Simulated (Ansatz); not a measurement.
# Decaying states in the gap of Ga2SO, part 2 of 2

Wanted: the relaxed cell of Ga2SO, its band edges and its decay constants. It is built by putting O for part of the S in the GaS structure of space group R-3m, with the volume rescaled by atomic radii. The parent structure comes from the Materials Project.

Ansatz 0.2.0; PBEsol DFT, plane waves, PAW files (the session's first sound run).

So far, gap on path (eV): step 3 (band edges) 0.775.

The structure was built from a prototype and need not be the compound's stable phase.

## Step 4: Complex bands

This step: PBEsol DFT, plane waves, PAW files; complex bands by layer matching along the plane's normal (Ansatz 0.2.0).

The same crystal is laid in a cell whose first two vectors span the (001) plane (indices of the standard conventional cell, whose axes can be ordered otherwise than in the bulk input). At fixed energy and wavevector in the plane the solver finds all kz, real and complex. A few wavevectors are listed, (0, 0), (-0.1875, -0.0938) and (0.5, 0) in units of the plane's reciprocal vectors; the slowest state needn't be among them.

input.yaml

```yaml
crystal:
  lattice:
    - [3.339933745, 0.0, 0.0]
    - [1.669966872, 2.89246747, 0.0]
    - [1.669966872, -0.964155823, 6.928708412]
  atoms:
    - { symbol: Ga, position: [0.8985976026, 0.0507011987, 0.1521035961] }
    - { symbol: Ga, position: [0.1350866654, 0.9324566673, 0.7973700019] }
    - { symbol: S, position: [0.4493715208, 0.7753142396, 0.3259427188] }
    - { symbol: O, position: [0.5169442112, 0.2415278944, 0.7245836832] }
kpoints:
  mp_grid: { grid: [8, 8, 8] }
scf:
  occupations: { method: fixed }
hamiltonian:
  xc: pbesol
output:
  eigenvalues: true
  transmission:
    leads: [[0, 0]]
    kpoints: [[0.0, 0.0], [-0.1875, -0.0938], [0.5, 0.0]]
    e_range: [-1.0, 1.78]
    de: 0.05
```

Run with:

```bash
ansatz run input.yaml --threads 2 --pin off --max-ram 4096MiB --backend cpu --events-out ev --progress --plain --runs-dir out
```

Numbers of over 12 decimals in the logs are rounded to 6 here.

Log:

```text
[...]
Crystal: 4 atoms, lattice volume = 66.936 Å³
Basis set: ecut = 420 eV, 1337 PW (Γ)
Bands: 23, of which v1, the nominal top of the filled ones, is band 19 counted from 1 (18 counted from 0)
Symmetry: 6 space group operations
[...]
k-points: 65 of 512 (time reversal used)
[...]
SCF iter   1: F=—  HF=-8933.415997 eV  |F-HF|=—  |Δ(HF+E_count)|=         —  Δρ=1.12e-2  dr2=1.03e-1  ethr=1.77e-3  ⟨swp⟩=4.8  Hψ=5704  notcnv=0  defer=129
[...]
SCF iter   8: F=-8933.391297 eV  HF=-8933.391297 eV  |F-HF|=1.27e-8  |Δ(HF+E_count)|=   1.59e-7  Δρ=8.56e-6  dr2=2.67e-8  ethr=2.63e-10  ⟨swp⟩=5.0  Hψ=5488  notcnv=0
SCF 1 converged in 8 iterations: F = -8933.391297 eV  dr2 = 2.67e-8
[...]
transmission: 9 of 27 steps passed
transmission: 18 of 27 steps passed
transmission: 27 of 27 steps passed
SCF converged after 8 iterations
Free energy (F): -8933.391297 eV
[...]
Internal energy: -8933.391297 eV  (E = F + TS)
E sigma→0 (E₀):  -8933.391297 eV
Fermi energy:    6.880499 eV
[...]
--- Band table (eV; the first three rows and the last of 65) ---
  k-point 0: bands = [... 15 lower, 3.9816, 5.1229, 6.8174, 6.8174, 9.1939, 11.8265, 13.5928, 13.5928]
  k-point 1: bands = [... 15 lower, 3.9815, 5.3408, 6.8174, 6.8174, 9.0002, 11.8244, 13.6092, 13.6092]
  k-point 2: bands = [... 15 lower, 3.9808, 5.8028, 6.8173, 6.8173, 8.5349, 11.8219, 13.6503, 13.6503]
  k-point 64: bands = [... 15 lower, 2.9073, 4.2701, 4.6975, 5.7728, 9.9247, 10.8768, 11.5796, 13.6082]
--- Transmission ---
  basis      : 85 plane waves across, 9 finite elements along
  points     : 3, as listed
  energies   : 56 from -1.000000 to 1.750000 eV about the Fermi level, 0.050000 eV apart; the leads are filled to 0.411231 eV, and channels, transmission and decay are at 0.400000 eV
  crystal 0  : O1Ga2S1, at the sites [0, 0], period 6.9287 Å: whole cells are its period
    offset         : up to 0.0000 Å between an atom of the period and one for which it stands
    channels       : 0.000000e0 a spin
    conductance    : none, the energies end too early or step too widely for 300 K: set another output.transmission.e_range or a lower de, or, where they end at an eighth of basis.ecutwfc, a higher one
    slowest decay  : 0.0941 /Å at (0.0000, 0.0000)
```

Elapsed: 8.3 s, on 2 threads of Arm Neoverse V2, shared host; peak memory 0.35 GiB.

This step gave:

| Quantity | Value |
| --- | --- |
| level to which the leads are filled | 0.4112 eV from the Fermi level |
| decay constant at the filling level, zone centre | 0.09407 Å⁻¹ |
| decay constant at the filling level, slowest listed point | 0.0941 Å⁻¹ |

K parallel (0, 0); values up to 1.5 1/Å, a degenerate pair printed once or twice; energies at which all values exceed this have no row. Table of Im kz of the slowest decaying states by energy, zero at the highest filled level on the SCF mesh:

```csv
energy (eV),decay 1 (Å⁻¹),decay 2 (Å⁻¹),decay 3 (Å⁻¹),decay 4 (Å⁻¹)
-1.000,1.08,1.24,1.39,-
-0.800,1.08,1.23,1.34,-
-0.600,1.07,1.22,1.29,-
-0.400,1.06,1.21,1.22,-
-0.200,0.0541,1.03,1.10,1.20
0.000,0.0860,0.999,1.19,-
0.200,0.0967,1.09,1.18,-
0.400,0.0941,1.12,1.17,-
0.600,0.0773,1.14,1.16,-
0.800,0.027,1.14,1.15,-
1.000,1.13,1.14,1.17,-
1.200,1.10,1.13,1.20,-
1.400,1.08,1.12,1.22,-
1.600,1.06,1.11,1.22,-
```

K parallel (0, 0). Table of Re kz of states that move upwards, channel 1 by energy, zero at the highest filled level on the SCF mesh:

```
energy (eV)  Re kz of states that move upwards, channel 1 (Å⁻¹)
      -1.00                                               0.244
      -0.85                                               0.277
      -0.75                                               0.300
      -0.60                                               0.334
      -0.50                                               0.360
      -0.35                                               0.407
      -0.20                                                   -
      -0.10                                                   -
       0.00                                                   -
       0.05                                                   -
       0.20                                                   -
       0.30                                                   -
       0.45                                                   -
       0.55                                                   -
       0.70                                                   -
       0.85                                              -0.422
       0.95                                              -0.384
       1.10                                              -0.345
       1.25                                              -0.312
       1.35                                              -0.290
       1.50                                              -0.259
       1.60                                              -0.238
       1.75                                              -0.206
```

K parallel (-0.1875, -0.0938); values up to 1.5 1/Å, a degenerate pair printed once or twice; energies at which all values exceed this have no row. Table of Im kz of the slowest decaying states by energy, zero at the highest filled level on the SCF mesh:

```csv
energy (eV),decay 1 (Å⁻¹),decay 2 (Å⁻¹),decay 3 (Å⁻¹),decay 4 (Å⁻¹)
-1.00,0.0447,0.694,0.732,-
-0.85,0.632,0.748,1.49,-
-0.70,0.473,0.759,1.47,-
-0.60,0.414,0.762,1.46,-
-0.45,0.695,0.739,1.45,-
-0.30,0.772,0.772,1.43,-
-0.20,0.799,0.799,1.42,-
-0.05,0.833,0.833,1.40,-
0.00,0.843,0.843,1.39,-
0.10,0.0583,0.862,0.862,1.38
0.25,0.107,0.890,0.890,1.36
0.40,0.131,0.916,0.916,1.33
0.50,0.142,0.933,0.933,1.31
0.65,0.151,0.959,0.959,1.27
0.80,0.154,0.986,0.986,1.23
0.90,0.153,1.00,1.00,1.19
1.05,0.147,1.03,1.03,1.14
1.20,0.135,1.05,1.05,1.09
1.35,0.115,1.05,1.06,1.06
1.50,0.0838,1.02,1.08,1.08
1.60,0.0450,0.999,1.08,1.08
1.75,0.973,1.09,1.09,1.33
```

K parallel (0.5, 0); values up to 1.5 1/Å, a degenerate pair printed once or twice; energies at which all values exceed this have no row. Table of Im kz of the slowest decaying states by energy, zero at the highest filled level on the SCF mesh:

```csv
energy (eV),decay 1 (Å⁻¹),decay 2 (Å⁻¹),decay 3 (Å⁻¹),decay 4 (Å⁻¹)
-1.000,0.343,0.663,1.22,-
-0.800,0.352,0.702,1.20,-
-0.600,0.0683,0.357,0.731,1.18
-0.400,0.166,0.359,0.754,1.15
-0.200,0.215,0.359,0.772,1.13
0.000,0.249,0.356,0.786,1.10
0.200,0.273,0.350,0.797,1.08
0.400,0.292,0.342,0.806,1.06
0.600,0.305,0.331,0.813,1.03
0.800,0.315,0.317,0.819,1.01
1.000,0.300,0.322,0.823,0.981
1.200,0.279,0.326,0.825,0.955
1.400,0.253,0.326,0.826,0.929
1.600,0.220,0.324,0.827,0.902
```

At the listed wavevectors the last open channel is at +0.00 eV and the next at +0.85 eV on the grid. At +0.40 eV, the grid energy nearest the filling level (the middle of the gap on the SCF mesh), the slowest state at the listed wavevectors decays with κ = 0.0941 Å⁻¹, its amplitude falling by e over 11 Å. Through 1 nm of this crystal that state's transmission falls by exp(−2 × 0.0941 Å⁻¹ × 10 Å) = 0.15.

## Step 5: Band edges at another level, cutoff 1142.88 eV

This step: PBEsol DFT, plane waves, norm-conserving files (Ansatz 0.2.0).

The edges again with norm-conserving files, at the same atoms. Against that run the cutoff is 1143 eV against 420.

input.yaml

```yaml
crystal:
  lattice:
    - [1.6699668723, 0.9641558233, 6.928708412]
    - [-1.6699668723, 0.9641558233, 6.928708412]
    - [0.0, -1.9283116465, 6.928708412]
  atoms:
    - { symbol: Ga, position: [0.9492988013, 0.9492988013, 0.9492988013] }
    - { symbol: Ga, position: [0.0675433327, 0.0675433327, 0.0675433327] }
    - { symbol: S, position: [0.2246857604, 0.2246857604, 0.2246857604] }
    - { symbol: O, position: [0.7584721056, 0.7584721056, 0.7584721056] }
kpoints:
  mp_grid: { grid: [8, 8, 8] }
  band_path: { path: [VBM, CBM], npoints: 30 }
scf:
  occupations: { method: fixed }
hamiltonian:
  xc: pbesol
  pseudopotentials: { kind: nc }
output:
  eigenvalues: true
```

Log:

```text
[...]
Crystal: 4 atoms, lattice volume = 66.936 Å³
Basis set: ecut = 1142.878222 eV, 5859 PW (Γ), FFT grids on a1−a3, a2−a3, a3
Bands: 23, of which v1, the nominal top of the filled ones, is band 19 counted from 1 (18 counted from 0)
Symmetry: 6 space group operations
[...]
k-points: 65 of 512 (time reversal used)
[...]
SCF iter   1: F=—  HF=-4908.264580 eV  |F-HF|=—  |Δ(HF+E_count)|=         —  Δρ=9.59e-2  dr2=1.51e1  ethr=3.10e-3  ⟨swp⟩=4.9  Hψ=6404  notcnv=0  defer=126
[...]
SCF iter  10: F=-4905.177908 eV  HF=-4905.177908 eV  |F-HF|=8.78e-9  |Δ(HF+E_count)|=   7.73e-8  Δρ=1.00e-5  dr2=2.98e-8  ethr=2.63e-10  ⟨swp⟩=7.1  Hψ=7203  notcnv=0
SCF 1 converged in 10 iterations: F = -4905.177908 eV  dr2 = 2.98e-8
[...]
SCF converged after 10 iterations
Free energy (F): -4905.177908 eV
[...]
Internal energy: -4905.177908 eV  (E = F + TS)
E sigma→0 (E₀):  -4905.177908 eV
Fermi energy:    7.536130 eV
[...]
--- Band table (eV; the first three rows and the last of 65) ---
  k-point 0: bands = [... 15 lower, 4.6349, 5.7936, 7.4732, 7.4732, 9.8654, 12.4813, 14.2550, 14.2550]
  k-point 1: bands = [... 15 lower, 4.8488, 6.0379, 6.5647, 7.1801, 10.2380, 12.9063, 13.4080, 14.5382]
  k-point 2: bands = [... 15 lower, 4.1310, 5.2845, 6.5858, 6.9365, 10.6462, 11.7928, 13.0225, 14.2120]
  k-point 64: bands = [... 15 lower, 4.6332, 7.2550, 7.4732, 7.4732, 8.3780, 12.4783, 14.3748, 14.3748]
```

The job ended after 37 s (2 threads; peak memory 0.55 GiB; 72 s of CPU time).

This step gave:

| Item | Value |
| --- | --- |
| free energy | -4905.1779 eV |
| Fermi energy | 7.536 eV |
| gap on the k-mesh | 0.8419 eV |
| gap on path | 0.7939 eV, by band count; negative where bands overlap |
| direct gap on path | 0.9049 eV |

Electronic bands along the path, in eV, zero at the Fermi level (highest filled level under fixed occupations); # counts the bands kept:

```csv
point,#4,#5,#6,#7,#8,#9,#10,#11
VBM,-3.19,-1.81,-0.63,0.05,1.66,5.43,6.24,6.83
halfway,-3.65,-2.57,-1.70,-0.57,2.89,3.50,4.38,6.30
CBM,-2.90,-0.28,-0.06,-0.06,0.84,4.94,6.84,6.84
```

The searched edges give 0.794 eV, under the 0.842 eV of the mesh, which misses an edge.

Between step 3 and this run (PBEsol norm-conserving and cutoff 1142.88 eV) the value for the gap on path moves from 0.775 eV to 0.794 eV.

## Step 6: Complex bands at another level, cutoff 1142.88 eV

This step: PBEsol DFT, plane waves, norm-conserving files; complex bands by layer matching along the plane's normal (Ansatz 0.2.0).

The complex bands at that level, over its own gap, at (0, 0) and (-0.1875, -0.0938).

input.yaml

```yaml
crystal:
  lattice:
    - [3.339933745, 0.0, 0.0]
    - [1.669966872, 2.89246747, 0.0]
    - [1.669966872, -0.964155823, 6.928708412]
  atoms:
    - { symbol: Ga, position: [0.8985976026, 0.0507011987, 0.1521035961] }
    - { symbol: Ga, position: [0.1350866654, 0.9324566673, 0.7973700019] }
    - { symbol: S, position: [0.4493715208, 0.7753142396, 0.3259427188] }
    - { symbol: O, position: [0.5169442112, 0.2415278944, 0.7245836832] }
kpoints:
  mp_grid: { grid: [8, 8, 8] }
scf:
  occupations: { method: fixed }
hamiltonian:
  xc: pbesol
  pseudopotentials: { kind: nc }
output:
  eigenvalues: true
  transmission:
    leads: [[0, 0]]
    kpoints: [[0.0, 0.0], [-0.1875, -0.0938]]
    e_range: [-1.0, 1.79]
    de: 0.05
```

Log:

```text
[...]
Crystal: 4 atoms, lattice volume = 66.936 Å³
Basis set: ecut = 1142.878222 eV, 5859 PW (Γ)
Bands: 23, of which v1, the nominal top of the filled ones, is band 19 counted from 1 (18 counted from 0)
Symmetry: 6 space group operations
[...]
k-points: 65 of 512 (time reversal used)
[...]
SCF iter   1: F=—  HF=-4908.264587 eV  |F-HF|=—  |Δ(HF+E_count)|=         —  Δρ=9.59e-2  dr2=1.51e1  ethr=3.10e-3  ⟨swp⟩=4.9  Hψ=6400  notcnv=0  defer=126
[...]
SCF iter  10: F=-4905.177908 eV  HF=-4905.177908 eV  |F-HF|=8.86e-9  |Δ(HF+E_count)|=   7.85e-8  Δρ=1.01e-5  dr2=2.99e-8  ethr=2.63e-10  ⟨swp⟩=7.1  Hψ=7186  notcnv=0
SCF 1 converged in 10 iterations: F = -4905.177908 eV  dr2 = 2.99e-8
transmission: 15 of 30 steps passed
transmission: 30 of 30 steps passed
SCF converged after 10 iterations
Free energy (F): -4905.177908 eV
[...]
Internal energy: -4905.177908 eV  (E = F + TS)
E sigma→0 (E₀):  -4905.177908 eV
Fermi energy:    7.536130 eV
[...]
--- Band table (eV; the first three rows and the last of 65) ---
  k-point 0: bands = [... 15 lower, 4.6349, 5.7936, 7.4733, 7.4733, 9.8654, 12.4813, 14.2550, 14.2550]
  k-point 1: bands = [... 15 lower, 4.6347, 6.0106, 7.4732, 7.4732, 9.6717, 12.4798, 14.2714, 14.2714]
  k-point 2: bands = [... 15 lower, 4.6341, 6.4716, 7.4732, 7.4732, 9.2069, 12.4782, 14.3124, 14.3124]
  k-point 64: bands = [... 15 lower, 3.5656, 4.9395, 5.3557, 6.4221, 10.5809, 11.5329, 12.2320, 14.2731]
--- Transmission ---
  basis      : 235 plane waves across, 15 finite elements along
  points     : 2, as listed
[...]
crystal 0  : O1Ga2S1, at the sites [0, 0], period 6.9287 Å: whole cells are its period
[...]
channels       : 0.000000e0 a spin
[...]
slowest decay  : 0.0956 /Å at (0.0000, 0.0000)
```

Wall time 58 s (2 threads); peak memory 0.88 GiB.

Numbers from this step:

```yaml
level_to_which_the_leads_are_filled: 0.4210 eV from the Fermi level
decay_constant_at_the_filling_level_zone_centre: 0.09555 Å⁻¹
decay_constant_at_the_filling_level_slowest_listed_point: 0.0956 Å⁻¹
```

K parallel (0, 0); values up to 1.5 1/Å, a degenerate pair printed once or twice; energies at which all values exceed this have no row. The Im kz of the slowest decaying states by energy, zero at the highest filled level on the SCF mesh:

| energy (eV) | decay 1 (Å⁻¹) | decay 2 (Å⁻¹) | decay 3 (Å⁻¹) | decay 4 (Å⁻¹) |
| --- | --- | --- | --- | --- |
| -1.000 | 1.08 | 1.25 | 1.39 | - |
| -0.800 | 1.08 | 1.23 | 1.34 | - |
| -0.600 | 1.07 | 1.22 | 1.29 | - |
| -0.400 | 1.06 | 1.21 | 1.22 | - |
| -0.200 | 0.0515 | 1.02 | 1.11 | 1.20 |
| 0.000 | 0.0855 | 0.999 | 1.19 | - |
| 0.200 | 0.0972 | 1.09 | 1.18 | - |
| 0.400 | 0.0955 | 1.12 | 1.17 | - |
| 0.600 | 0.0802 | 1.14 | 1.16 | - |
| 0.800 | 0.0369 | 1.15 | 1.15 | - |
| 1.000 | 1.14 | 1.14 | 1.16 | - |
| 1.200 | 1.10 | 1.13 | 1.20 | - |
| 1.400 | 1.08 | 1.12 | 1.21 | - |
| 1.600 | 1.06 | 1.11 | 1.22 | - |

K parallel (0, 0). Re kz of states that move upwards, channel 1 against energy, zero at the highest filled level on the SCF mesh:

| energy (eV) | Re kz of states that move upwards, channel 1 (Å⁻¹) |
| --- | --- |
| -1.00 | 0.241 |
| -0.85 | 0.274 |
| -0.75 | 0.297 |
| -0.60 | 0.331 |
| -0.50 | 0.356 |
| -0.35 | 0.402 |
| -0.20 | - |
| -0.10 | - |
| 0.00 | - |
| 0.05 | - |
| 0.20 | - |
| 0.30 | - |
| 0.45 | - |
| 0.55 | - |
| 0.70 | - |
| 0.85 | -0.437 |
| 0.95 | -0.390 |
| 1.10 | -0.350 |
| 1.25 | -0.315 |
| 1.35 | -0.294 |
| 1.50 | -0.263 |
| 1.60 | -0.242 |
| 1.75 | -0.210 |

K parallel (-0.1875, -0.0938); values up to 1.5 1/Å, a degenerate pair printed once or twice; energies at which all values exceed this have no row. Im kz of the slowest decaying states against energy, zero at the highest filled level on the SCF mesh:

```
energy (eV)  decay 1 (Å⁻¹)  decay 2 (Å⁻¹)  decay 3 (Å⁻¹)  decay 4 (Å⁻¹)
      -1.00         0.0476          0.695          0.732              -
      -0.90          0.658          0.744              -              -
      -0.80          0.600          0.753           1.49              -
      -0.65          0.263          0.762           1.47              -
      -0.55          0.545          0.761           1.46              -
      -0.45          0.695          0.739           1.45              -
      -0.35          0.756          0.756           1.44              -
      -0.25          0.786          0.786           1.43              -
      -0.10          0.822          0.822           1.41              -
       0.00          0.843          0.843           1.40              -
       0.10         0.0580          0.863          0.863           1.39
       0.20          0.095          0.881          0.881           1.37
       0.30          0.117          0.899          0.899           1.36
       0.45          0.138          0.925          0.925           1.33
       0.55          0.147          0.942          0.942           1.30
       0.65          0.152          0.959          0.960           1.28
       0.75          0.155          0.977          0.977           1.25
       0.85          0.155          0.995          0.995           1.22
       1.00          0.152           1.02           1.02           1.16
       1.10          0.146           1.04           1.04           1.13
       1.20          0.138           1.05           1.05           1.10
       1.30          0.127           1.06           1.06           1.07
       1.40          0.111           1.04           1.07           1.07
       1.55         0.0758           1.01           1.08           1.08
       1.65         0.0226          0.990           1.09           1.09
       1.75          0.973           1.09           1.09           1.34
```

At the listed wavevectors the last open channel is at +0.00 eV and the next at +0.85 eV on the grid. At +0.40 eV, the grid energy nearest the filling level (the middle of the gap on the SCF mesh), the slowest state at the listed wavevectors decays with κ = 0.0956 Å⁻¹, its amplitude falling by e over 10 Å; the first such run, plane (001), gave 0.0941 Å⁻¹ over as many of its listed wavevectors.

## Step 7: Summary of results

| Quantity | Value |
| --- | --- |
| band gap | 0.775 eV |
| least decay constant at mid-gap, normal to (001) | 0.0941 Å⁻¹ |
| least decay constant, norm-conserving files | 0.0956 Å⁻¹ |

What this shows: With PBEsol, the slowest decay at the wavevectors tried is κ = 0.0941 Å⁻¹, normal to (001). Through such a film the transmission near mid-gap falls as exp(−2κd), a factor of ten every 12 Å. A free electron under a barrier of half the gap would need a mass of 0.087 mₑ to decay at this rate. With norm-conserving files the gap goes from 0.775 to 0.794 eV and the decay constant, over the first 2 listed wavevectors, from 0.0941 to 0.0956 Å⁻¹. The compound is made up by substitution; its stability against other phases and against distortions of the cell's symmetry was not tested. A semilocal functional narrows gaps, so real decay constants are likely larger.

[Logs are printed without paths, hosts, clocks, repeated set-up lines and the standing remarks that a program may print on its own settings, such as how far it seeks lower states.]

[Hosts, paths, dates, database ids (printed as entryN), source tags and the programs' standing remarks are cut or masked in the printed files.]
